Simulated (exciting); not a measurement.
# O K-edge absorption of TlIO3, all-electron BSE

How far do the exchange and direct terms reshape the O K edge of TlIO3?

Calculated with exciting sodium; X-ray absorption, core-level Bethe-Salpeter equation, exchange and statically screened direct term, Tamm-Dancoff, all-electron LAPW+lo LDA.

**1. Set-up**

The structure is trigonal, space group R3m (No. 160). The conventional cell has a = 6.302 Å, b = 6.302 Å, c = 7.966 Å, α = 90.00°, β = 90.00°, γ = 120.00°. Nearest to Tl lie 3 O at 2.94 Å. Nearest to I lie 3 O at 1.82 Å. O has 1 I at 1.82 Å nearest. Farther neighbours and most contacts between anions are not listed.

As a file:

```cif
data_structure
_symmetry_space_group_name_H-M 'R3m:H'
_symmetry_Int_Tables_number 160
_cell_length_a 6.3016
_cell_length_b 6.3016
_cell_length_c 7.9663
_cell_angle_alpha 90.000
_cell_angle_beta 90.000
_cell_angle_gamma 120.000
_cell_volume 273.96
loop_
_atom_site_label
_atom_site_type_symbol
_atom_site_symmetry_multiplicity
_atom_site_Wyckoff_symbol
_atom_site_fract_x
_atom_site_fract_y
_atom_site_fract_z
_atom_site_occupancy
Tl1 Tl 3 a 0.33333 0.66667 0.67542 1
I1 I 3 a 0.33333 0.66667 0.16853 1
O1 O 9 b 0.18620 0.37241 0.27569 1
```

Differences between curves are given as r.m.s. difference over r.m.s. height.

**2. Ground state**

The species files are the program's own, with muffin-tin radii set in the input.

File input.xml:

```
<input>
  <title>TlIO3</title>
  <structure speciespath="." autormt="false" epslat="1.0e-5">
    <crystal>
      <basevect>5.9541350516 3.4376214748 5.0180422174</basevect>
      <basevect>-5.9541350516 3.4376214748 5.0180422174</basevect>
      <basevect>0.0000000000 -6.8752429496 5.0180422174</basevect>
    </crystal>
    <species speciesfile="Tl.xml" rmt="2.032">
      <atom coord="0.0087508500 0.0087508500 0.0087508500"/>
    </species>
    <species speciesfile="I.xml" rmt="1.933">
      <atom coord="0.5018673300 0.5018673300 0.5018673300"/>
    </species>
    <species speciesfile="O.xml" rmt="1.401">
      <atom coord="0.4618970900 0.4618970900 0.9032876500"/>
      <atom coord="0.4618970900 0.9032876500 0.4618970900"/>
      <atom coord="0.9032876500 0.4618970900 0.4618970900"/>
    </species>
  </structure>
  <groundstate do="fromscratch" xctype="LDA_PW" ngridk="3 3 3" rgkmax="7" gmaxvr="14" nempty="8" swidth="0.001" maxscl="100" epsengy="1e-5"/>
</input>
```

On the command line:

```console
OMP_NUM_THREADS=1 mpirun -n 4 exciting
```

The log of the run:

```text
EXCITING SODIUM started
********************************************************************************
* Ground-state run starting from atomic densities                              *
********************************************************************************
+ Starting initialization                                                      +
 Lattice vectors (cartesian) :
      5.9541350516      3.4376214748      5.0180422174
     -5.9541350516      3.4376214748      5.0180422174
      0.0000000000     -6.8752429496      5.0180422174
 Reciprocal lattice vectors (cartesian) :
      0.5276320786      0.3046285226      0.4173729538
     -0.5276320786      0.3046285226      0.4173729538
      0.0000000000     -0.6092570452      0.4173729538
 Unit cell volume                           :     616.2576109193
 Brillouin zone volume                      :       0.4025105882
 Species :    1 (Tl)
     parameters loaded from                 :    Tl.xml
     name                                   :    thallium
     nuclear charge                         :     -81.00000000
     electronic charge                      :      81.00000000
     atomic mass                            :  372567.96410000
     muffin-tin radius                      :       2.03200000
     # of radial points in muffin-tin       :     600
     atomic positions (lattice) :
       1 :   0.00000000  0.00000000  0.00000000
 Species :    2 (I)
     parameters loaded from                 :    I.xml
     name                                   :    iodine
     nuclear charge                         :     -53.00000000
     electronic charge                      :      53.00000000
     atomic mass                            :  231332.69700000
     muffin-tin radius                      :       1.93300000
     # of radial points in muffin-tin       :     400
     atomic positions (lattice) :
       1 :   0.49311648  0.49311648  0.49311648
 Species :    3 (O)
     parameters loaded from                 :    O.xml
     name                                   :    oxygen
     nuclear charge                         :      -8.00000000
     electronic charge                      :       8.00000000
     atomic mass                            :   29165.12203000
     muffin-tin radius                      :       1.40100000
     # of radial points in muffin-tin       :     250
     atomic positions (lattice) :
       1 :   0.45314624  0.45314624  0.89453680
       2 :   0.45314624  0.89453680  0.45314624
       3 :   0.89453680  0.45314624  0.45314624
 Total number of atoms per unit cell        :       5
 Spin treatment                             :    spin-unpolarised
 Number of Bravais lattice symmetries       :      12
 Number of crystal symmetries               :       6
 k-point grid                               :       3    3    3
 Total number of k-points                   :      10
 k-point set is reduced with crystal symmetries
 R^MT_min * |G+k|_max (rgkmax)              :       7.00000000
 Species with R^MT_min                      :       3 (O)
 Maximum |G+k| for APW functions            :       4.99643112
 Maximum |G| for potential and density      :      14.00000000
 G-vector grid sizes                        :      40    40    40
 Total number of G-vectors                  :   28499
 Maximum angular momentum used for
     APW functions                          :       8
     computing H and O matrix elements      :       8
     potential and density                  :       8
     inner part of muffin-tin               :       2
 Total nuclear charge                       :    -158.00000000
 Total electronic charge                    :     158.00000000
 Total core charge                          :     104.00000000
 Total valence charge                       :      54.00000000
 Number of empty states                     :       8
 Total number of valence states             :      36
 Maximum Hamiltonian size                   :    1364
 Maximum number of plane-waves              :    1321
 Total number of local-orbitals             :      43
 Exchange-correlation type                  :       3
     Perdew-Wang, Phys. Rev. B 45, 13244 (1992)
 Smearing scheme                            :    Gaussian
 Smearing width                             :       0.00100000
 Using multisecant Broyden potential mixing
+ Ending initialization                                                        +
********************************************************************************
* Groundstate module started                                                   *
********************************************************************************
 Output level for this task is set to normal
+ Self-consistent loop started                                                 +
 Density and potential initialised from atomic data
+ SCF iteration number :    1                                                  +
 Total energy                               :    -27595.16456205
 _______________________________________________________________
 Fermi energy                               :         0.18181200
 Kinetic energy                             :     31273.33958130
 Coulomb energy                             :    -58297.02293988
 Exchange energy                            :      -556.14684807
 Correlation energy                         :       -15.33435540
 DOS at Fermi energy (states/Ha/cell)       :         0.00000000
 Electron charges :
     core                                   :       104.00000000
     core leakage                           :         0.01400404
     valence                                :        54.00000000
     interstitial                           :        11.68908628
     charge in muffin-tin spheres :
                  atom     1    Tl          :        77.34066018
                  atom     2     I          :        47.89067359
                  atom     3     O          :         7.02652665
                  atom     4     O          :         7.02652665
                  atom     5     O          :         7.02652665
     total charge in muffin-tins            :       146.31091372
     total charge                           :       158.00000000
 Estimated fundamental gap                  :         0.18848721
        valence-band maximum at    5      0.6667  0.3333  0.0000
     conduction-band minimum at   10      0.6667  0.6667  0.6667
[... further iterations ...]
| Convergence targets achieved. Performing final SCF iteration                 +
 Total energy                               :    -27615.17089599
 _______________________________________________________________
 Fermi energy                               :         0.19934241
 Kinetic energy                             :     31255.42466068
 Coulomb energy                             :    -58299.75105378
 Exchange energy                            :      -555.54117055
 Correlation energy                         :       -15.30333234
 DOS at Fermi energy (states/Ha/cell)       :         0.00000000
 Electron charges :
     core                                   :       104.00000000
     core leakage                           :         0.01368239
     valence                                :        54.00000000
     interstitial                           :        12.76015353
     charge in muffin-tin spheres :
                  atom     1    Tl          :        77.44626706
                  atom     2     I          :        48.38736173
                  atom     3     O          :         6.46873923
                  atom     4     O          :         6.46873923
                  atom     5     O          :         6.46873923
     total charge in muffin-tins            :       145.23984647
     total charge                           :       158.00000000
 Estimated fundamental gap                  :         0.14702638
        valence-band maximum at    6      0.6667  0.6667  0.0000
     conduction-band minimum at   10      0.6667  0.6667  0.6667
+ Self-consistent loop stopped                                                 +
 STATE.OUT is written
********************************************************************************
* Groundstate module stopped                                                   *
********************************************************************************
 Total time spent (seconds)                 :       215.89
| EXCITING SODIUM stopped                                                      =
```

Elapsed: 3.6 min, on 4 MPI ranks of Arm Neoverse V1, shared host.

The mesh shows a gap of 4.00 eV. Core levels (Dirac, from the valence top):

| atom | level | energy (eV) |
| --- | --- | --- |
| O | 1s1/2 | -500.4 |

**3. A richer basis for the empty states**

Each species file gets more local orbitals, built from u and its energy derivative at 0.15 Ha and u at 0.9 Ha.

input.xml is that of step 2.

File SPECIES.xml, added lines:

```
<lo l="L">  <!-- L = 0, 1, 2, and 3 from Cs on -->
  <wf matchingOrder="0" trialEnergy="0.1500" searchE="false"/>
  <wf matchingOrder="1" trialEnergy="0.1500" searchE="false"/>
  <wf matchingOrder="0" trialEnergy="0.9000" searchE="false"/>
</lo>
```

On the command line:

```console
OMP_NUM_THREADS=1 mpirun -n 4 exciting
```

The log of the run:

```text
EXCITING SODIUM started
********************************************************************************
* Ground-state run starting from atomic densities                              *
********************************************************************************
+ Starting initialization                                                      +
[... lattice and species ...]
 Spin treatment                             :    spin-unpolarised
 Number of Bravais lattice symmetries       :      12
[...]
valence-band maximum at    4      0.3333  0.3333  0.0000
     conduction-band minimum at   10      0.6667  0.6667  0.6667
+ Self-consistent loop stopped                                                 +
 STATE.OUT is written
********************************************************************************
* Groundstate module stopped                                                   *
********************************************************************************
 Total time spent (seconds)                 :       324.33
| EXCITING SODIUM stopped                                                      =
[key lines of the parts left out:]
Total energy                               :    -27615.17312296
Fermi energy                               :         0.19963768
```

Run time: 5.4 min. Hardware: 4 MPI ranks.

Against the first ground state the total energy moves by -12 meV an atom and the gap by 0.00 eV.

(Continued in part 2 of 2.)

[Banner, clock and machine lines of the logs are left out without a mark of their own.]

[Logs are printed without paths, hosts, clocks, repeated set-up lines and the standing remarks that a program may print on its own settings, such as how far it seeks lower states.]

[Hosts, paths, dates, database ids (printed as entryN), source tags and the programs' standing remarks are cut or masked in the printed files.]
